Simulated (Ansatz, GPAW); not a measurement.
**Work function of a 9-layer slab of Pt(100) at several levels**

Aim: the work function of both faces of a 9-layer slab of Pt(100), and its spread over functionals and bases.

Main program and level: GPAW 26.7.0 and Ansatz 0.2.0; Ansatz plane waves; slab in vacuum with a dipole correction, relaxation, in the first sound run; inputs show where later runs differ.

**1. Set-up**

The cell holds 9 atoms: 9 Pt. Its edges and angles: a = 2.772 Å, b = 2.772 Å, c = 29.680 Å, α = 90.0°, β = 90.0°, γ = 90.0°. Vacuum lies along c.

**2. Relaxation**

Forces are removed first; all later runs use this geometry. The lowest 4 atoms are held at bulk positions and keep their forces.

input.yaml reads:

```yaml
crystal:
  lattice:
    - [2.7718585823, 0.0, 0.0]
    - [0.0, 2.7718585823, 0.0]
    - [0.0, 0.0, 29.68]
  atoms:
    - { symbol: Pt, position: [0.0, 0.0, 0.2358490566] }
    - { symbol: Pt, position: [0.5, 0.5, 0.3018867925] }
    - { symbol: Pt, position: [0.0, 0.0, 0.3679245283] }
    - { symbol: Pt, position: [0.5, 0.5, 0.4339622642] }
    - { symbol: Pt, position: [0.0, 0.0, 0.5] }
    - { symbol: Pt, position: [0.5, 0.5, 0.5660377358] }
    - { symbol: Pt, position: [0.0, 0.0, 0.6320754717] }
    - { symbol: Pt, position: [0.5, 0.5, 0.6981132075] }
    - { symbol: Pt, position: [0.0, 0.0, 0.7641509434] }
kpoints:
  mp_grid: { grid: [11, 11, 1] }
hamiltonian:
  xc: pbe
scf:
  occupations: { method: fermi_dirac, width: 0.1 }
efield:
  axis: 3
  dipole_correction: true
  ramp_width: 0.05
relax:
  f_tol: 0.02
  max_steps: 60
  constraints: [{ sites: [0, 1, 2, 3] }]
output:
  write_potential: true
  write_density: true
  volumetric_format: npy
```

Launch:

```
ansatz run input.yaml --threads 4 --pin off --max-ram 8192MiB --backend cpu --events-out ev --progress --plain --runs-dir out
```

Numbers of over 12 decimals in the logs are rounded to 6 here.

The log of the run:

```text
Engine: ansatz 0.2.0, aarch64-unknown-linux-gnu
Pseudopotentials: kind: paw
Pseudopotential: Pt, paw, valence charge 18, recommended cutoff 420 eV (normal), Pt.paw.azcp
Functional definition: PBE
  parameter kappa = 0.804
  parameter beta = 0.066725
  exchange = pbe_x(kappa = kappa, mu = beta*pi^2/3)
  correlation = pbe_c(beta = beta)
Crystal: 9 atoms, lattice volume = 228.037 Å³
Basis set: ecut = 420 eV, 4543 PW (Γ), exchange–correlation on 40×40×400 points (8 copies of the dense FFT grid, shifted against one another)
Bands: 98, of which v1, the nominal top of the filled ones, is band 81 counted from 1 (80 counted from 0)
Symmetry: 8 space group operations
k-points: 21 of 121
Non-local potential: Pt, projectors of the file, l = 0: 3, l = 1: 2, l = 2: 2, l = 3: 1
PAW form: soft (Blöchl's): semilocal exchange-correlation on the pseudo side does not see the compensation charge
PAW one-centre angular grid: Pt, 590 points (default); XC on 64 Gauss nodes
Initial density: superposition of atomic densities (neutral atoms: chi_scale 0, normalization atom), corrected by the library's trained network
Initial wavefunctions: pseudopotential atomic-orbital guess
Functional: x = pbe(κ = 0.804, μ = 0.219515), c = pbe(β = 0.066725)
SCF iter   1: F=—  HF=-112705.755274 eV  |F-HF|=—  |Δ(HF+E_count)|=         —  Δρ=2.14e-2  dr2=2.87e1  ethr=1.77e-3  p=0.000 e·Å  D=1.22e-13 V/Å  ΔV_dip=-0.00 eV  dr2_dipole=4.82e-6  V_vac-E_F(+/−)=5.01/5.00 eV  ⟨swp⟩=7.4  Hψ=8488  notcnv=0  defer=35
efield: sawtooth ramp at fractional position 0.9750 (placed from the atoms, in the widest stretch of the axis that holds none; the zero of the levels goes with the place), width 0.0500; the density the first Hamiltonian is built on has a dipole p = 0.000 e·Å; the dipole correction subtracts the counter field D = 1.22e-13 V/Å, which shifts the + side's vacuum level by -0.00 eV against the − side's; the planar-averaged density in the ramp window peaks in size at 2.2e-5 e/Å³
preconditioner: auto → LDOS  [metal: Δε(μ)=0.006 eV  Ē_g=7.998 eV  σ=0.100 eV  W_gap=0.02  n_scr=68 (ndim 8)  ℏωp=23.3 eV  f_vac=0.369  D(μ)=15.87/eV (n_scr^D=192)  β→1.0]
SCF iter   2: F=—  HF=-112705.533124 eV  |F-HF|=—  |Δ(HF+E_count)|=   2.22e-1  Δρ=5.09e-3  dr2=4.92e-1  ethr=1.77e-3  p=-0.000 e·Å  D=-3.34e-5 V/Å  ΔV_dip=0.00 eV  dr2_dipole=6.73e-6  V_vac-E_F(+/−)=5.66/5.66 eV  ⟨swp⟩=2.0  Hψ=2444  notcnv=0  defer=72
SCF iter   3: F=—  HF=-112705.536189 eV  |F-HF|=—  |Δ(HF+E_count)|=   3.06e-3  Δρ=2.73e-3  dr2=7.77e-2  ethr=3.04e-4  p=-0.000 e·Å  D=-9.35e-7 V/Å  ΔV_dip=0.00 eV  dr2_dipole=4.61e-9  V_vac-E_F(+/−)=5.57/5.57 eV  ⟨swp⟩=2.2  Hψ=2496  notcnv=0  defer=86
SCF iter   4: F=—  HF=-112705.527732 eV  |F-HF|=—  |Δ(HF+E_count)|=   8.46e-3  Δρ=7.71e-4  dr2=8.44e-3  ethr=4.80e-5  p=-0.000 e·Å  D=-8.50e-6 V/Å  ΔV_dip=0.00 eV  dr2_dipole=2.27e-8  V_vac-E_F(+/−)=5.67/5.67 eV  ⟨swp⟩=2.0  Hψ=2794  notcnv=0  defer=86
SCF iter   5: F=—  HF=-112705.526885 eV  |F-HF|=—  |Δ(HF+E_count)|=   8.47e-4  Δρ=4.76e-4  dr2=1.41e-3  ethr=5.21e-6  p=-0.000 e·Å  D=-2.67e-6 V/Å  ΔV_dip=0.00 eV  dr2_dipole=1.79e-13  V_vac-E_F(+/−)=5.67/5.67 eV  ⟨swp⟩=2.0  Hψ=2641  notcnv=0  defer=80
SCF iter   6: F=—  HF=-112705.526756 eV  |F-HF|=—  |Δ(HF+E_count)|=   1.29e-4  Δρ=1.65e-4  dr2=3.52e-4  ethr=8.71e-7  p=0.000 e·Å  D=1.00e-7 V/Å  ΔV_dip=-0.00 eV  dr2_dipole=1.09e-8  V_vac-E_F(+/−)=5.68/5.68 eV  ⟨swp⟩=2.0  Hψ=2877  notcnv=0  defer=80
SCF iter   7: F=—  HF=-112705.526753 eV  |F-HF|=—  |Δ(HF+E_count)|=   3.04e-6  Δρ=5.03e-5  dr2=4.64e-5  ethr=2.17e-7  p=0.000 e·Å  D=6.78e-7 V/Å  ΔV_dip=-0.00 eV  dr2_dipole=1.17e-9  V_vac-E_F(+/−)=5.68/5.68 eV  ⟨swp⟩=1.8  Hψ=2205  notcnv=0  defer=80
SCF iter   8: F=-112705.526745 eV  HF=-112705.526753 eV  |F-HF|=7.50e-6  |Δ(HF+E_count)|=   2.54e-8  Δρ=2.85e-5  dr2=8.09e-6  ethr=6.17e-9  p=0.000 e·Å  D=3.00e-7 V/Å  ΔV_dip=-0.00 eV  dr2_dipole=9.08e-11  V_vac-E_F(+/−)=5.68/5.68 eV  ⟨swp⟩=12.3  Hψ=17771  notcnv=0
SCF 1 converged in 8 iterations: F = -112705.526745 eV  dr2 = 8.09e-6
  greatest PAW one-centre occupation: 1.000 electrons in one spin orbital (limit 2), on the Pt atom at site 6 (counted from 0), in its partial waves of l = 0
relax step   1: F+E_penalty+E_count = -112705.52674534 eV  Δ(F+E_penalty+E_count) = +0.000e0 eV  max|allowed force component| = 3.179e-1 eV/Å  Δτ_max = 0.0000 Å  (8 SCF iters, dr2 threshold 1.00e-5 eV, accepted)
Initial density: handed on by an earlier stage of this run
Initial wavefunctions: those handed on with the density
iter 1 solved again at ethr=2.80e-4 eV; its pass at ethr=3.10e-3 eV (dr2=4.53e-1 eV) is discarded
SCF iter   1: F=—  HF=-112705.638612 eV  |F-HF|=—  |Δ(HF+E_count)|=         —  Δρ=1.41e-2  dr2=4.53e-1  ethr=2.80e-4  p=0.000 e·Å  D=7.38e-8 V/Å  ΔV_dip=-0.00 eV  dr2_dipole=2.37e-6  V_vac-E_F(+/−)=5.69/5.69 eV  ⟨swp⟩=1.5  Hψ=8259  notcnv=0  defer=59
efield: sawtooth ramp at fractional position 0.9750 (handed on by an earlier solve), width 0.0500; the density the first Hamiltonian is built on has a dipole p = 0.000 e·Å; the dipole correction subtracts the counter field D = 7.38e-8 V/Å, which shifts the + side's vacuum level by -0.00 eV against the − side's; the planar-averaged density in the ramp window peaks in size at 1.6e-6 e/Å³
preconditioner: auto → LDOS  [metal: Δε(μ)=0.025 eV  Ē_g=7.978 eV  σ=0.100 eV  W_gap=0.06  n_scr=68 (ndim 8)  ℏωp=23.3 eV  f_vac=0.363  D(μ)=16.88/eV (n_scr^D=210)  β→1.0]
SCF iter   2: F=—  HF=-112705.617041 eV  |F-HF|=—  |Δ(HF+E_count)|=   2.16e-2  Δρ=5.72e-3  dr2=1.93e-1  ethr=2.80e-4  p=0.006 e·Å  D=4.85e-3 V/Å  ΔV_dip=-0.14 eV  dr2_dipole=1.05e-8  V_vac-E_F(+/−)=5.54/5.68 eV  ⟨swp⟩=2.0  Hψ=3589  notcnv=0  defer=59
SCF iter   3: F=—  HF=-112705.585535 eV  |F-HF|=—  |Δ(HF+E_count)|=   3.15e-2  Δρ=1.94e-3  dr2=1.58e-2  ethr=1.19e-4  p=-0.001 e·Å  D=-8.66e-4 V/Å  ΔV_dip=0.03 eV  dr2_dipole=2.90e-6  V_vac-E_F(+/−)=5.71/5.68 eV  ⟨swp⟩=2.1  Hψ=3318  notcnv=0  defer=59
SCF iter   4: F=—  HF=-112705.583509 eV  |F-HF|=—  |Δ(HF+E_count)|=   2.03e-3  Δρ=6.39e-4  dr2=6.28e-3  ethr=9.73e-6  p=0.000 e·Å  D=3.37e-4 V/Å  ΔV_dip=-0.01 eV  dr2_dipole=6.92e-5  V_vac-E_F(+/−)=5.67/5.68 eV  ⟨swp⟩=2.9  Hψ=3526  notcnv=0  defer=59
SCF iter   5: F=—  HF=-112705.582497 eV  |F-HF|=—  |Δ(HF+E_count)|=   1.01e-3  Δρ=4.13e-4  dr2=1.46e-3  ethr=3.88e-6  p=0.000 e·Å  D=6.84e-6 V/Å  ΔV_dip=-0.00 eV  dr2_dipole=1.58e-4  V_vac-E_F(+/−)=5.68/5.68 eV  ⟨swp⟩=1.1  Hψ=2099  notcnv=0  defer=96
[...]
preconditioner: auto → LDOS  [metal: Δε(μ)=0.002 eV  Ē_g=7.970 eV  σ=0.100 eV  W_gap=0.00  n_scr=68 (ndim 8)  ℏωp=23.3 eV  f_vac=0.360  D(μ)=17.06/eV (n_scr^D=210)  β→1.0]
SCF iter   2: F=—  HF=-112705.590882 eV  |F-HF|=—  |Δ(HF+E_count)|=   4.02e-3  Δρ=1.75e-3  dr2=2.03e-2  ethr=5.16e-5  p=0.002 e·Å  D=1.53e-3 V/Å  ΔV_dip=-0.05 eV  dr2_dipole=6.75e-3  V_vac-E_F(+/−)=5.64/5.68 eV  ⟨swp⟩=2.0  Hψ=3450  notcnv=0  defer=100
SCF iter   3: F=—  HF=-112705.588413 eV  |F-HF|=—  |Δ(HF+E_count)|=   2.47e-3  Δρ=1.00e-3  dr2=3.93e-3  ethr=1.25e-5  p=-0.001 e·Å  D=-1.10e-3 V/Å  ΔV_dip=0.03 eV  dr2_dipole=5.77e-8  V_vac-E_F(+/−)=5.71/5.68 eV  ⟨swp⟩=2.4  Hψ=3334  notcnv=0  defer=100
SCF iter   4: F=—  HF=-112705.587747 eV  |F-HF|=—  |Δ(HF+E_count)|=   6.66e-4  Δρ=3.55e-4  dr2=6.54e-4  ethr=2.43e-6  p=-0.001 e·Å  D=-4.07e-4 V/Å  ΔV_dip=0.01 eV  dr2_dipole=1.87e-5  V_vac-E_F(+/−)=5.69/5.68 eV  ⟨swp⟩=2.3  Hψ=3042  notcnv=0  defer=100
SCF iter   5: F=—  HF=-112705.586973 eV  |F-HF|=—  |Δ(HF+E_count)|=   7.74e-4  Δρ=1.50e-4  dr2=1.88e-4  ethr=4.04e-7  p=-0.000 e·Å  D=-3.44e-4 V/Å  ΔV_dip=0.01 eV  dr2_dipole=2.54e-6  V_vac-E_F(+/−)=5.69/5.68 eV  ⟨swp⟩=2.1  Hψ=2907  notcnv=0  defer=100
SCF iter   6: F=—  HF=-112705.586968 eV  |F-HF|=—  |Δ(HF+E_count)|=   5.52e-6  Δρ=7.63e-5  dr2=4.43e-5  ethr=1.16e-7  p=-0.000 e·Å  D=-2.99e-4 V/Å  ΔV_dip=0.01 eV  dr2_dipole=1.03e-6  V_vac-E_F(+/−)=5.69/5.68 eV  ⟨swp⟩=2.0  Hψ=2696  notcnv=0  defer=100
SCF iter   7: F=—  HF=-112705.586964 eV  |F-HF|=—  |Δ(HF+E_count)|=   3.63e-6  Δρ=2.34e-5  dr2=4.76e-6  ethr=2.74e-8  p=-0.000 e·Å  D=-3.00e-4 V/Å  ΔV_dip=0.01 eV  dr2_dipole=2.08e-7  V_vac-E_F(+/−)=5.69/5.68 eV  ⟨swp⟩=2.0  Hψ=2741  notcnv=0  defer=100
SCF iter   8: F=—  HF=-112705.586964 eV  |F-HF|=—  |Δ(HF+E_count)|=   1.98e-8  Δρ=1.01e-5  dr2=9.40e-7  ethr=2.94e-9  p=-0.000 e·Å  D=-2.95e-4 V/Å  ΔV_dip=0.01 eV  dr2_dipole=4.10e-8  V_vac-E_F(+/−)=5.69/5.68 eV  ⟨swp⟩=1.9  Hψ=2568  notcnv=0  defer=100
SCF iter   9: F=-112705.586964 eV  HF=-112705.586964 eV  |F-HF|=2.29e-7  |Δ(HF+E_count)|=   5.90e-8  Δρ=5.43e-6  dr2=2.91e-7  ethr=4.44e-10  p=-0.000 e·Å  D=-2.96e-4 V/Å  ΔV_dip=0.01 eV  dr2_dipole=2.25e-10  V_vac-E_F(+/−)=5.69/5.68 eV  ⟨swp⟩=10.9  Hψ=15589  notcnv=0
SCF 3 converged in 9 iterations: F = -112705.586964 eV  dr2 = 2.91e-7
relax step   3: F+E_penalty+E_count = -112705.58696417 eV  Δ(F+E_penalty+E_count) = -4.543e-3 eV  max|allowed force component| = 1.851e-2 eV/Å  Δτ_max = 0.0593 Å  (9 SCF iters, dr2 threshold 7.19e-7 eV, accepted)
iter 1 solved again at ethr=1.81e-10 eV; its pass at ethr=3.10e-3 eV (dr2=2.92e-7 eV) is discarded
SCF iter   1: F=—  HF=-112705.586940 eV  |F-HF|=—  |Δ(HF+E_count)|=         —  Δρ=5.45e-6  dr2=2.94e-7  ethr=1.81e-10  p=-0.000 e·Å  D=-2.96e-4 V/Å  ΔV_dip=0.01 eV  dr2_dipole=3.24e-10  V_vac-E_F(+/−)=5.69/5.68 eV  ⟨swp⟩=1.1  Hψ=4942  notcnv=0  defer=100
efield: sawtooth ramp at fractional position 0.9750 (handed on by an earlier solve), width 0.0500; the density the first Hamiltonian is built on has a dipole p = -0.000 e·Å; the dipole correction subtracts the counter field D = -2.96e-4 V/Å, which shifts the + side's vacuum level by +0.01 eV against the − side's; the planar-averaged density in the ramp window peaks in size at 2.8e-6 e/Å³
preconditioner: auto → LDOS  [metal: Δε(μ)=0.001 eV  Ē_g=7.969 eV  σ=0.100 eV  W_gap=0.00  n_scr=68 (ndim 8)  ℏωp=23.3 eV  f_vac=0.360  D(μ)=17.09/eV (n_scr^D=210)  β→1.0]
SCF iter   2: F=-112705.586964 eV  HF=-112705.586964 eV  |F-HF|=5.07e-8  |Δ(HF+E_count)|=   2.45e-5  Δρ=3.69e-6  dr2=7.00e-8  ethr=6.17e-11  p=-0.000 e·Å  D=-2.96e-4 V/Å  ΔV_dip=0.01 eV  dr2_dipole=2.19e-9  V_vac-E_F(+/−)=5.69/5.68 eV  ⟨swp⟩=9.0  Hψ=14691  notcnv=0
SCF 4 converged in 2 iterations: F = -112705.586964 eV  dr2 = 7.00e-8
relax step   4: F+E_penalty+E_count = -112705.58696437 eV  Δ(F+E_penalty+E_count) = -2.022e-7 eV  max|allowed force component| = 1.851e-2 eV/Å  Δτ_max = 0.0000 Å  (2 SCF iters, accepted)
NSCF: frozen V_eff on 21 k-points
the band table was solved once a step of the walk had ended and its energy, with any forces and stress, was formed, with the checks that follow a solve (10216 applications of the Hamiltonian). They found nothing against the state; the energy, forces and stress were not computed again (output.eigenvalues in the input reference)
WARN: The output density's exchange-correlation potential varies sharply where the density is thin. Do not read a vacuum level from v_tot or v_xc, or from such a field of the output density. On a cell that repeats whose density bears no net charge and no dipole along the vacuum's axis use v_es (v_loc + v_h of the components); under efield.dipole_correction with no amplitude use v_es + v_field, which holds any externa [...]
SCF converged after 2 iterations
Free energy (F): -112705.586964 eV
Harris-Foulkes:  -112705.586964 eV  (|F-HF|=5.07e-8)
Internal energy: -112705.052737 eV  (E = F + TS)
E sigma→0 (E₀):  -112705.319851 eV
Entropy (-TS):   -0.534227 eV (-59.359 meV/atom)
Fermi energy:    11.573962 eV
Dipole field:    D = -0.000355 V/Å  (p = -0.000447 e·Å, saw-weighted, corrected)
Work function:   Φ+ = 5.6913 eV   Φ− = 5.6808 eV
Levels:          The Fermi level and band energies are counted from a zero that moves with the ramp; work functions are not
--- Per-component energies (eV) ---
  E_band       = -3031.039510
  E_kinetic    = 5735.095464
  E_local      = -253801.518174  (includes V_loc(G=0)·N_el)
  E_nonlocal   = 1799.938195
  E_hartree    = 124276.842174
  E_xc         = -2353.265923
  E_vxc        = -2721.679720  (∫ρ·V_xc dr)
  E_paw        = -85086.154425  (= ΣΔE_a)
  E_vpaw       = -2596.574164  (= ΣTr[D̂ρ^β])
  E_aug_tail   = 0.001842  (compensation charges beyond the density's cutoff)
  E_efield     = 0.000000  (sawtooth field / dipole correction)
  E_vefield    = 0.005691  (∫n·V_field dr)
  E_ewald      = 96724.008110
  E_smearing   = -0.534227  (= −TS)
  E_closure    = -0.000000  (closes the sum)
  Σ components = -112705.586964   (vs F -112705.586964, Δ=0.00e0)
--- Forces (eV/Å), atoms counted from 1 ---
  atom   1  Pt     0.00000000     0.00000000    -0.08874652
  atom   2  Pt     0.00000000     0.00000000    -0.30551222
  atom   3  Pt    -0.00000000     0.00000000    -0.05647794
  atom   4  Pt     0.00000000     0.00000000     0.44248416
  atom   5  Pt    -0.00000000     0.00000000     0.00521920
  atom   6  Pt     0.00000000     0.00000000     0.00045279
  atom   7  Pt    -0.00000000     0.00000000     0.00301163
  atom   8  Pt     0.00000000     0.00000000    -0.01851370
  atom   9  Pt     0.00000000     0.00000000     0.01816148
  max |Σ_I F_I| component: 7.89e-5 eV/Å
--- Band table (eV; the first three rows and the last of 21) ---
  k-point 0: bands = [... 77 lower, 10.9712, 11.1956, 11.1956, 11.2340, 11.4621, 11.4752, 11.6768, 11.6900, ... 13 higher]
  k-point 1: bands = [... 77 lower, 10.8059, 10.8947, 11.0385, 11.1067, 11.2661, 11.4481, 11.5404, 11.5925, ... 13 higher]
  k-point 2: bands = [... 77 lower, 10.6127, 10.6556, 10.8573, 11.1101, 11.2726, 11.4024, 11.5233, 11.7233, ... 13 higher]
  k-point 20: bands = [... 77 lower, 12.0277, 12.0626, 12.4538, 12.4722, 13.5202, 14.6436, 14.7159, 15.7021, ... 13 higher]
--- Relaxed structure (4 steps of the walk, 4 accepted, 0 SCFs on fresh bases) ---
  F+E_penalty+E_count = -112705.58696437 eV   max|allowed force component| = 1.851e-2 eV/Å
  atoms:
    - { symbol: Pt, position: [0.0, 0.0, 0.235849] }
    - { symbol: Pt, position: [0.5, 0.5, 0.301887] }
    - { symbol: Pt, position: [0.0, 0.0, 0.3679245283] }
    - { symbol: Pt, position: [0.5, 0.5, 0.4339622642] }
    - { symbol: Pt, position: [0, 0.0, 0.502296] }
    - { symbol: Pt, position: [0.5, 0.5, 0.570509] }
    - { symbol: Pt, position: [0, 0.0, 0.638596] }
    - { symbol: Pt, position: [0.5, 0.5, 0.706390] }
    - { symbol: Pt, position: [0, 0.0, 0.772593] }
```

Run time: 50 s. Hardware: 4 threads of Arm Neoverse V1, shared host; peak memory 0.9 GiB; 3.3 min of CPU time.

Step by step:

```tsv
step	energy less that of the first step (eV)	largest force component (eV/Å)
1	0.0000	0.3179
2	-0.0557	0.1072
3	-0.0602	0.0185
4	-0.0602	0.0185
```

The run keeps the 8 symmetry operations that it works with, so distortions that break them were not tested.

The atoms that moved most (Å):

```tsv
atom	dx	dy	dz	length
Pt9	0.000	0.000	0.251	0.251
Pt8	0.000	0.000	0.246	0.246
Pt7	0.000	0.000	0.194	0.194
Pt6	0.000	0.000	0.133	0.133
Pt5	0.000	0.000	0.068	0.068
```

Numbers from this step:

```
free energy             : -112705.5870 eV
smearing term TS        : 0.5342 eV
symmetry operations     : 8
upper work function     : 5.691 eV
lower work function     : 5.681 eV
dipole along the normal : -4.47e-4 e·Å
dipole field            : -3.55e-4 V/Å
vacuum level above      : 17.27 eV
vacuum level below      : 17.25 eV
```

The electrostatic potential energy of an electron (with the applied field's), less the Fermi level, planar mean oscillates, so the rows of the table below give means over windows of 1.93 Å about each position, cut where the curve ends. Its maxima inside the range that stand out by 2 % of the span (Å: eV): 8.0: -2.82, 9.9: -3.07, 11.9: -3.09, 13.9: -2.24, 15.9: -2.19, 18.0: -2.19, 19.9: -2.60, 22.0: -2.64. Its minima: 7.0: -20.0, 8.9: -20.3, 11.0: -20.4, 12.9: -20.4, 14.8: -20.2, 16.9: -20.4, 19.0: -20.4, 20.9: -20.3, 22.9: -19.8.

The electrostatic potential energy of an electron (with the applied field's), less the Fermi level, planar mean by z; means over each step:

```tsv
z (Å)	electrostatic potential energy of an electron (with the applied field's), less the Fermi level, planar mean (eV)
0.96	5.68
2.90	5.68
4.83	5.27
6.76	-10.6
8.69	-12.2
10.62	-12.4
12.55	-12.3
14.48	-11.7
16.41	-11.6
18.34	-11.5
20.27	-11.6
22.20	-11.8
24.13	-0.470
26.06	5.66
27.99	5.69
```

The valence density, planar mean oscillates, so the rows of the table below give means over windows of 1.93 Å about each position, cut where the curve ends. Its maxima inside the range that stand out by 2 % of the span (Å: e/Å³): 7.0: 2.03, 8.9: 2.05, 11.0: 2.05, 12.9: 2.06, 14.8: 2.03, 16.9: 2.06, 19.0: 2.05, 20.9: 2.06, 22.9: 2.01. Its minima: 8.0: 0.446, 9.9: 0.444, 11.9: 0.446, 13.9: 0.405, 15.9: 0.404, 18.0: 0.404, 20.0: 0.421, 22.0: 0.442.

The valence density, planar mean by z; means over each step:

z (Å), valence density, planar mean (e/Å³) and a bar:
```
     2.90       0.00 
     4.83       0.02 
     6.76       1.13 ############################
     8.69       1.20 ##############################
    10.62       1.20 ##############################
    12.55       1.20 ##############################
    14.48       1.17 #############################
    16.41       1.16 #############################
    18.34       1.15 #############################
    20.27       1.15 #############################
    22.20       1.18 #############################
    24.13       0.38 #########
    26.06       0.00 
    27.99       0.00
```

The relaxation lowered the energy of the cell by 0.0602 eV.

(Part 1 of 3 ends here.)

[Logs are printed without paths, hosts, clocks, repeated set-up lines and the standing remarks that a program may print on its own settings, such as how far it seeks lower states.]

[Hosts, paths, dates, database ids (printed as entryN), source tags and the programs' standing remarks are cut or masked in the printed files.]
